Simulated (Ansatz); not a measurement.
Ge2MoN4 (MoSi2N4-type monolayer), computed twice by G0W0.

The cell holds 7 atoms: 1 Mo, 4 N and 2 Ge. Cell: a = 2.974 Å, b = 2.974 Å, c = 37.700 Å, α = 90.0°, β = 90.0°, γ = 120.0°. Vacuum lies along c.

```xyz
7
Lattice="2.9743 0.0000 0.0000 -1.4872 2.5759 0.0000 0.0000 0.0000 37.7000" Properties=species:S:1:pos:R:3
Mo    0.0000    0.0000   18.8500
N     0.0000    1.7172   20.0456
N     0.0000    1.7172   17.6544
Ge    0.0000    1.7172   21.8912
Ge    0.0000    1.7172   15.8088
N     1.4872    0.8586   22.4851
N     1.4872    0.8586   15.2149
```

The structure was relaxed with LDA. The runs that relaxed it are not among those shown.

The first (Ansatz 0.2.0; start LDA, 6×6×1 mesh, 56 empty bands, screening to 19.5 eV, PAW set soft_1 files; 4 threads of Arm Neoverse N1, shared host) gave, on its mesh: starting gap 1.02 eV, G0W0 gap 1.78 eV, mean of 1 + 4πα/V (set by the cell height) 2.84, 43 s.

**Question.** The second changes empty bands from 56 to 631 and screening cutoff (eV) from 19.5 to 97.5. What does it give?

It gave: starting gap 1.02 eV, G0W0 gap 1.72 eV, mean of 1 + 4πα/V (set by the cell height) 2.76, 22 min. The G0W0 gap moves by −0.06 eV, +0.00 eV from the start and −0.06 eV from the correction. Σc changes by −0.78 eV at the valence top and −0.84 eV at the conduction bottom, and Σx − Vxc between them by +0.00 eV.

Limits: not at the basis limit; coarse mesh for a sheet; no spin-orbit coupling.

[Paths, hosts, dates, memory and timing lines, banners, echoed tables and standing remarks are left out of the program output.]

[Logs are printed without paths, hosts, clocks, repeated set-up lines and the standing remarks that a program may print on its own settings, such as how far it seeks lower states.]

[Runs of the session that timed out or met a known fault of the program may be left out.]

[Cells called generated may have been cut or substituted from an entry of the Crystallography Open Database or the Materials Project.]

[Hosts, paths, dates, database ids (printed as entryN), source tags and the programs' standing remarks are cut or masked in the printed files.]
